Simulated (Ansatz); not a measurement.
# Structural relaxation of random alloy of the fcc Cu-Al line, x = 0.0156 (128 atoms)

Aim: bring random alloy of the fcc Cu-Al line, x = 0.0156 (128 atoms) to a nearby minimum of the energy and see what moves.

Method: Kohn-Sham DFT, PBE, PAW (set soft_2), plane waves, in Ansatz 0.2.0.

This is a report of a sequence of runs, with most program output left out.

**1. The starting structure**

The cell holds 128 atoms: 126 Cu and 2 Al. Its edges and angles: a = 12.614 Å, b = 12.614 Å, c = 12.614 Å, α = 109.5°, β = 109.5°, γ = 109.5°. It derives from Cu (fcc Cu-Al) and Al. Fcc Cu-Al: 128 atoms, 2 of 128 Cu sites given to Al at random, cell and internal coordinates interpolated linearly between the end members (Vegard's rule); not relaxed, displaced by a Gaussian of 0.02 Å. Lattice constants are starting values near those of PBE.

Before any run, some limits are plain. The host structure and its lattice constant were typed by rule, without a check against the phase diagram.

**2. Single point at the start**

A single point comes first, to see the forces before anything moves.

input.yaml reads:

```yaml
crystal:
  lattice:
    - [-7.28296, 7.28296, 7.28296]
    - [7.28296, -7.28296, 7.28296]
    - [7.28296, 7.28296, -7.28296]
  atoms:
    - { symbol: Cu, position: [0.49843, 0.00151, 0.00139] }
    - { symbol: Cu, position: [0.74803, 0.12037, 0.12472] }
    - { symbol: Cu, position: [0.62439, 0.25283, 0.12635] }
    - { symbol: Cu, position: [0.62418, 0.12183, 0.25167] }
    - { symbol: Cu, position: [0.75103, 0.25111, 0.99903] }
    - { symbol: Cu, position: [0.99856, 0.37228, 0.12325] }
    - { symbol: Cu, position: [0.87429, 0.49855, 0.12586] }
    - { symbol: Cu, position: [0.87693, 0.37726, 0.25281] }
    - { symbol: Cu, position: [0.74889, 0.00107, 0.2503] }
    - { symbol: Cu, position: [0.00036, 0.12444, 0.37335] }
    - { symbol: Cu, position: [0.87351, 0.24811, 0.37351] }
    - { symbol: Cu, position: [0.87406, 0.12382, 0.49792] }
    - { symbol: Cu, position: [0.0026, 0.00074, 0.99879] }
    - { symbol: Cu, position: [0.24852, 0.1248, 0.12576] }
    - { symbol: Cu, position: [0.12739, 0.24904, 0.1263] }
    - { symbol: Cu, position: [0.12815, 0.12701, 0.24939] }
    - { symbol: Cu, position: [0.25126, 0.25058, 0.00101] }
    - { symbol: Cu, position: [0.49795, 0.37404, 0.12295] }
    - { symbol: Cu, position: [0.37696, 0.50087, 0.12552] }
    - { symbol: Cu, position: [0.37661, 0.37749, 0.25167] }
    - { symbol: Cu, position: [0.50242, 0.49967, 0.00068] }
    - { symbol: Cu, position: [0.75057, 0.62449, 0.12526] }
    - { symbol: Cu, position: [0.63009, 0.75455, 0.12864] }
    - { symbol: Cu, position: [0.62232, 0.62239, 0.2461] }
    - { symbol: Cu, position: [0.75164, 0.75065, 0.00142] }
    - { symbol: Cu, position: [0.00072, 0.87336, 0.1218] }
    - { symbol: Cu, position: [0.87574, 1.0e-05, 0.12636] }
    - { symbol: Cu, position: [0.87582, 0.87529, 0.24998] }
    - { symbol: Cu, position: [0.24924, 0.99935, 0.25044] }
    - { symbol: Cu, position: [0.50172, 0.12707, 0.37569] }
    - { symbol: Cu, position: [0.37474, 0.25113, 0.3769] }
    - { symbol: Cu, position: [0.37569, 0.12423, 0.4997] }
    [... 90 atom lines left out ...]
    - { symbol: Cu, position: [0.62198, 0.00151, 0.87189] }
    - { symbol: Cu, position: [0.62439, 0.8748, 0.00048] }
    - { symbol: Cu, position: [0.00195, 0.75369, 0.7506] }
    - { symbol: Cu, position: [0.25186, 0.8747, 0.87871] }
    - { symbol: Cu, position: [0.12715, 0.99876, 0.87357] }
    - { symbol: Cu, position: [0.12227, 0.87443, 0.99794] }
kpoints:
  mp_grid: { grid: [2, 2, 2] }
hamiltonian:
  xc: pbe
scf:
  occupations: { method: fermi_dirac, width: 0.1 }
output:
  forces: true
```

Command:

```bash
$ ansatz run input.yaml --threads 6 --pin off --max-ram 102400MiB --backend cuda --events-out ev --progress --plain --runs-dir out
```

Run time: 10 s. Hardware: 1 × NVIDIA H100 80GB HBM3 with 6 threads of AMD EPYC 7R13 (Zen 3), shared host; peak memory 1.9 GiB; 24 s of CPU time.

That memory is the host's; the program planned up to 39.3 GiB on the GPU.

Read from the output:

```yaml
free_energy: -835848.3909 eV
free_energy_per_atom: -6530.0656 eV/atom
scf_cycles: 10
r_m_s_force_component: 0.1436 eV/Å
longest_force: 0.6097 eV/Å
fermi_energy: 16.22 eV
```

The r.m.s. force component of 0.14 eV/Å sets the starting point.

Length of the force by element:

| element | coordination | atoms | mean length of the force (eV/Å) | spread | least | most |
| --- | --- | --- | --- | --- | --- | --- |
| Al | all | 2 | 0.327 | 0.112 | 0.216 | 0.439 |
| Cu | all | 126 | 0.225 | 0.102 | 0.0207 | 0.610 |

**3. Cell and atoms relaxed**

Cell and atoms are freed together, to release stress as well as forces.

input.yaml, as its differences from that of step 2:

```diff
@@ -15 +15,5 @@
   forces: true
+relax:
+  f_tol: 0.04
+  max_steps: 150
+  cell: {}
```

Elapsed: 34 s, on 1 × NVIDIA H100 80GB HBM3 with 6 threads; peak memory 2.3 GiB; 92 s of CPU time.

That memory is the host's; the program planned up to 40.2 GiB on the GPU.

The program notes that the band table was not solved further than the SCF left it.

The steps of the relaxation:

| step | energy less that of the first step (eV) | largest force component (eV/Å) | pressure (GPa) | volume (Å³) |
| --- | --- | --- | --- | --- |
| 1 | 0.0000 | 0.4795 | -0.49 | 1545.20 |
| 2 | -0.2820 | 0.3167 | -0.17 | 1540.41 |
| 3 | -0.4999 | 0.0047 | 0.00 | 1537.61 |
| 4* | -0.4959 | 0.0047 | 0.00 | 1537.61 |

Relaxation steps marked * repeat the geometry before them on a plane-wave basis chosen anew for their cell, so energy and pressure can jump there.

| cell as run | before | after | change |
| --- | --- | --- | --- |
| a (Å) | 12.614 | 12.594 | -0.2 % |
| b (Å) | 12.614 | 12.594 | -0.2 % |
| c (Å) | 12.614 | 12.592 | -0.2 % |
| volume (Å³/atom) | 12.07 | 12.01 | -0.5 % |

The atoms that moved most (Å, as changes of fractional coordinates times the final cell):

| atom | dx | dy | dz | length |
| --- | --- | --- | --- | --- |
| Cu113 | 0.042 | 0.040 | 0.055 | 0.080 |
| Cu105 | -0.032 | 0.017 | -0.058 | 0.068 |
| Al85 | 0.053 | -0.039 | -0.003 | 0.066 |
| Cu57 | -0.042 | 0.039 | 0.015 | 0.059 |
| Cu101 | -0.044 | 0.029 | 0.023 | 0.057 |
| Cu2 | 0.021 | -0.019 | 0.049 | 0.057 |
| Cu23 | -0.022 | -0.030 | -0.041 | 0.055 |
| Cu123 | -0.008 | 0.053 | -0.007 | 0.054 |

The relaxation changed the energy by -3.87 meV/atom, and atoms moved by 0.033 Å r.m.s., 0.08 Å at most.

**4. Structure statistics after relaxation**

Bonds before and after, by the cutoffs listed below:

| pair | bonds before | bonds after | mean before (Å) | mean after (Å) | spread before (Å) | spread after (Å) |
| --- | --- | --- | --- | --- | --- | --- |
| Cu-Cu | 744 | 744 | 2.575 | 2.570 | 0.028 | 0.004 |
| Cu-Al | 24 | 24 | 2.585 | 2.582 | 0.032 | 0.002 |

Density 8.71 g/cm³, 12.01 Å³ an atom.

g(r), total and by pair (bins of 0.1 Å):

| r (Å) | total | Cu-Cu | Cu-Al | Al-Al |
| --- | --- | --- | --- | --- |
| 2.45 | 0.00 | 0.00 | 0.00 | 0.00 |
| 2.55 | 17.30 | 17.30 | 17.60 | 0.00 |
| 2.65 | 0.02 | 0.02 | 0.00 | 0.00 |
| 2.75 | 0.00 | 0.00 | 0.00 | 0.00 |
| 2.85 | 0.00 | 0.00 | 0.00 | 0.00 |
| 2.95 | 0.00 | 0.00 | 0.00 | 0.00 |
| 3.05 | 0.00 | 0.00 | 0.00 | 0.00 |
| 3.15 | 0.00 | 0.00 | 0.00 | 0.00 |
| 3.25 | 0.00 | 0.00 | 0.00 | 0.00 |
| 3.35 | 0.00 | 0.00 | 0.00 | 0.00 |
| 3.45 | 0.00 | 0.00 | 0.00 | 0.00 |
| 3.55 | 0.00 | 0.00 | 0.00 | 0.00 |
| 3.65 | 4.36 | 4.36 | 4.43 | 0.00 |
| 3.75 | 0.00 | 0.00 | 0.00 | 0.00 |
| 3.85 | 0.00 | 0.00 | 0.00 | 0.00 |
| 3.95 | 0.00 | 0.00 | 0.00 | 0.00 |
| 4.05 | 0.00 | 0.00 | 0.00 | 0.00 |
| 4.15 | 0.00 | 0.00 | 0.00 | 0.00 |
| 4.25 | 0.00 | 0.00 | 0.00 | 0.00 |
| 4.35 | 0.00 | 0.00 | 0.00 | 0.00 |
| 4.45 | 11.50 | 11.50 | 11.20 | 30.60 |
| 4.55 | 0.00 | 0.00 | 0.00 | 0.00 |
| 4.65 | 0.00 | 0.00 | 0.00 | 0.00 |
| 4.75 | 0.00 | 0.00 | 0.00 | 0.00 |
| 4.85 | 0.00 | 0.00 | 0.00 | 0.00 |
| 4.95 | 0.00 | 0.00 | 0.00 | 0.00 |
| 5.05 | 0.00 | 0.00 | 0.00 | 0.00 |
| 5.15 | 4.36 | 4.36 | 4.42 | 0.00 |
| 5.25 | 0.00 | 0.00 | 0.00 | 0.00 |
| 5.35 | 0.00 | 0.00 | 0.00 | 0.00 |
| 5.45 | 0.00 | 0.00 | 0.00 | 0.00 |
| 5.55 | 0.00 | 0.00 | 0.00 | 0.00 |
| 5.65 | 0.00 | 0.00 | 0.00 | 0.00 |
| 5.75 | 6.96 | 6.96 | 7.07 | 0.00 |
| 5.85 | 0.00 | 0.00 | 0.00 | 0.00 |
| 5.95 | 0.00 | 0.00 | 0.00 | 0.00 |
| 6.05 | 0.00 | 0.00 | 0.00 | 0.00 |
| 6.15 | 0.00 | 0.00 | 0.00 | 0.00 |
| 6.25 | 1.62 | 1.62 | 1.73 | 0.00 |
| 6.35 | 0.32 | 0.32 | 0.24 | 0.00 |
| 6.45 | 0.00 | 0.00 | 0.00 | 0.00 |
| 6.55 | 0.00 | 0.00 | 0.00 | 0.00 |
| 6.65 | 0.00 | 0.00 | 0.00 | 0.00 |
| 6.75 | 3.95 | 3.99 | 2.64 | 0.00 |

Neighbours by pair of elements; one cutoff, the widest of the pairs' first minima of g(r), serves all pairs of this metal:

| pair A-B | cutoff (Å) | bonds | mean length (Å) | spread (Å) | shortest (Å) | B about A | A about B |
| --- | --- | --- | --- | --- | --- | --- | --- |
| Cu-Cu | 2.98 | 744 | 2.57 | 0.004 | 2.56 | 11.8 | 11.8 |
| Cu-Al | 2.98 | 24 | 2.58 | 0.002 | 2.58 | 0.19 | 12 |

How many atoms have how many bonded neighbours:

| element | mean | 12 |
| --- | --- | --- |
| Al | 12 | 2 |
| Cu | 12 | 126 |

First main peaks of g(r), for some of the pairs, lie near 2.58 Å (Cu-Cu) and 2.58 Å (Cu-Al). By these cutoffs all Al atoms have 12 and all Cu atoms have 12 bonded neighbours.

**5. Single point at the relaxed geometry**

The electronic structure is read at the final geometry, in a run of its own.

input.yaml reads:

```yaml
crystal:
  lattice:
    - [-7.27057, 7.27195, 7.27127]
    - [7.27207, -7.27043, 7.27126]
    - [7.26986, 7.26973, -7.26976]
  atoms:
    - { symbol: Cu, position: [0.50016, 0.00014, 2.0e-05] }
    - { symbol: Cu, position: [0.75014, 0.1252, 0.12486] }
    - { symbol: Cu, position: [0.62522, 0.25017, 0.12535] }
    - { symbol: Cu, position: [0.62513, 0.12512, 0.25001] }
    - { symbol: Cu, position: [0.75028, 0.25026, 0.00021] }
    - { symbol: Cu, position: [9.0e-05, 0.3753, 0.12506] }
    - { symbol: Cu, position: [0.87515, 0.50028, 0.12512] }
    - { symbol: Cu, position: [0.87528, 0.37528, 0.25022] }
    - { symbol: Cu, position: [0.75021, 0.00035, 0.24968] }
    - { symbol: Cu, position: [6.0e-05, 0.1251, 0.37505] }
    - { symbol: Cu, position: [0.87502, 0.25004, 0.37486] }
    - { symbol: Cu, position: [0.87515, 0.12541, 0.49996] }
    - { symbol: Cu, position: [0.00082, 0.0008, 0.00087] }
    - { symbol: Cu, position: [0.25024, 0.12508, 0.12506] }
    - { symbol: Cu, position: [0.12517, 0.25022, 0.12505] }
    - { symbol: Cu, position: [0.12536, 0.12532, 0.25028] }
    - { symbol: Cu, position: [0.25005, 0.25003, 0.99981] }
    - { symbol: Cu, position: [0.49979, 0.37471, 0.12471] }
    - { symbol: Cu, position: [0.37474, 0.49974, 0.12465] }
    - { symbol: Cu, position: [0.37459, 0.37459, 0.24923] }
    - { symbol: Cu, position: [0.49992, 0.4999, 0.99988] }
    - { symbol: Cu, position: [0.7502, 0.62514, 0.12504] }
    - { symbol: Cu, position: [0.62525, 0.75023, 0.12507] }
    - { symbol: Cu, position: [0.6246, 0.62455, 0.24889] }
    - { symbol: Cu, position: [0.75074, 0.75073, 0.00111] }
    - { symbol: Cu, position: [0.00065, 0.87554, 0.12533] }
    - { symbol: Cu, position: [0.87557, 0.0006, 0.12536] }
    - { symbol: Cu, position: [0.87552, 0.87546, 0.25017] }
    - { symbol: Cu, position: [0.25027, 0.00014, 0.25009] }
    - { symbol: Cu, position: [0.50012, 0.1252, 0.37515] }
    - { symbol: Cu, position: [0.37492, 0.24987, 0.37475] }
    - { symbol: Cu, position: [0.37481, 0.12476, 0.49985] }
    [... 90 atom lines left out ...]
    - { symbol: Cu, position: [0.62515, 0.00046, 0.87496] }
    - { symbol: Cu, position: [0.62512, 0.87552, 0.00031] }
    - { symbol: Cu, position: [0.00089, 0.75022, 0.75036] }
    - { symbol: Cu, position: [0.2502, 0.87525, 0.87508] }
    - { symbol: Cu, position: [0.1255, 0.00041, 0.87535] }
    - { symbol: Cu, position: [0.12563, 0.87544, 0.00025] }
kpoints:
  mp_grid: { grid: [2, 2, 2] }
hamiltonian:
  xc: pbe
scf:
  occupations: { method: fermi_dirac, width: 0.1 }
output:
  forces: true
  stress: true
  populations: true
  dos:
    method: { smearing: { sigma: 0.08 } }
    de: 0.05
    projected: { site_lists: { Al: [Al], Cu: [Cu] } }
  eigenvalues: true
  write_density: true
  write_potential: true
  volumetric_format: npy
```

It took 18 s on 1 × NVIDIA H100 80GB HBM3 with 6 threads; peak memory 5.5 GiB; 53 s of CPU time.

That memory is the host's; the program planned up to 42.2 GiB on the GPU.

The run gave:

```yaml
free_energy: -835848.8868 eV
free_energy_per_atom: -6530.0694 eV/atom
scf_cycles: 9
pressure: -0.002613 GPa
r_m_s_force_component: 0.00154 eV/Å
longest_force: 0.00655 eV/Å
fermi_energy: 16.32 eV
levels_partly_filled_by_over_2_per_cent: 141
spilling_of_the_projection: 0.0082
```

States in the cell by windows of 1 eV, zero at the Fermi level; the larger projections on atomic orbitals stand beside the total:

| from (eV) | to (eV) | total | Cu d | Cu s |
| --- | --- | --- | --- | --- |
| -18 | -10 | 0.0 | 0.0 | 0.0 |
| -10 | -9 | 2.2 | 0.0 | 2.0 |
| -9 | -8 | 9.0 | 0.1 | 8.4 |
| -8 | -7 | 13.3 | 0.6 | 11.9 |
| -7 | -6 | 23.0 | 2.6 | 19.1 |
| -6 | -5 | 43.9 | 17.3 | 24.7 |
| -5 | -4 | 179.5 | 153.6 | 23.3 |
| -4 | -3 | 339.1 | 326.4 | 6.7 |
| -3 | -2 | 435.2 | 422.1 | 7.6 |
| -2 | -1 | 303.0 | 289.8 | 9.5 |
| -1 | 0 | 45.4 | 22.1 | 17.3 |
| 0 | 1 | 36.1 | 8.8 | 14.9 |
| 1 | 2 | 26.7 | 4.2 | 8.8 |
| 2 | 3 | 28.1 | 2.8 | 9.4 |
| 3 | 4 | 29.6 | 2.5 | 12.3 |
| 4 | 5 | 37.7 | 2.1 | 16.0 |

The stored curve holds about 1394 of the 2400 electrons; the rest, give or take the few that broadening carries across the Fermi level, lie in deeper levels below its range.

The levels nearest the highest filled one (over half full), pooled over k-points and spins:

| level less the highest filled one (eV) | occupation |
| --- | --- |
| -0.0079 | 1.24 |
| -0.006 | 1.23 |
| -4.0e-4 | 1.2 |
| -3.0e-4 | 1.2 |
| -2.0e-4 | 1.20 |
| 0 | 1.20 |
| 0.0588 | 0.908 |
| 0.0617 | 0.893 |
| 0.0857 | 0.776 |
| 0.0991 | 0.714 |
| 0.123 | 0.61 |
| 0.123 | 0.606 |

Valence density in the ac plane at fractional y = 0.624, with atoms of Cu and Al within 0.2 Å of it. It is the smooth field of the valence electrons, not physical close to the nuclei.

Values in e/Å³, 13 rows by 16 columns, each cell a mean:
```
 1  0  0  0  0  6  6  0  1  0  0  0  0  6  6  0
20  1  0  0  0  0  0 11 19  1  0  0  0  0  0 11
 1  2  8  0  0  0  0  1  1  0  0  0  0  0  0  1
 0 10 14  0  0  0  0  0  0  0  0  0  0  0  0  0
 0  0  0  9 17  1  0  0  0  0  0  8 18  1  0  0
 0  0  0  4  3  1  2  0  0  0  0  4  4  1  2  0
 0  0  0  0  0 12 18  0  0  0  0  0  0 11 20  0
12  1  0  0  0  1  1  4 11  1  0  0  0  1  1  4
10  0  1  0  0  0  0  9 10  0  1  0  0  0  0  8
 0 10 19  1  0  0  0  0  0 10 19  1  0  0  0  0
 0  3  2  1  5  0  0  0  0  3  2  1  5  0  0  0
 0  0  0 11 16  0  0  0  0  0  0 11 17  0  0  0
 0  0  0  0  0  7 15  1  0  0  0  0  0  6 15  1
```
Columns run along a (12.6 Å), rows up along c (12.6 Å). Atoms in or near the plane, at fractional coordinates: Cu at (0.75, 0.13), Cu at (0.62, 0.25), Cu at (0.00, 0.37), Cu at (0.88, 0.50), Cu at (0.25, 0.13), Cu at (0.13, 0.25), Cu at (0.50, 0.37), Cu at (0.37, 0.50), Cu at (0.75, 0.62), Al at (0.63, 0.75), Cu at (0.00, 0.87), Cu at (0.88, 0.00), Cu at (0.25, 0.63), Cu at (0.13, 0.75) and more.

(Continued in part 2 of 2.)

[Logs are printed without paths, hosts, clocks, repeated set-up lines and the standing remarks that a program may print on its own settings, such as how far it seeks lower states.]

[Hosts, paths, dates, database ids (printed as entryN), source tags and the programs' standing remarks are cut or masked in the printed files.]
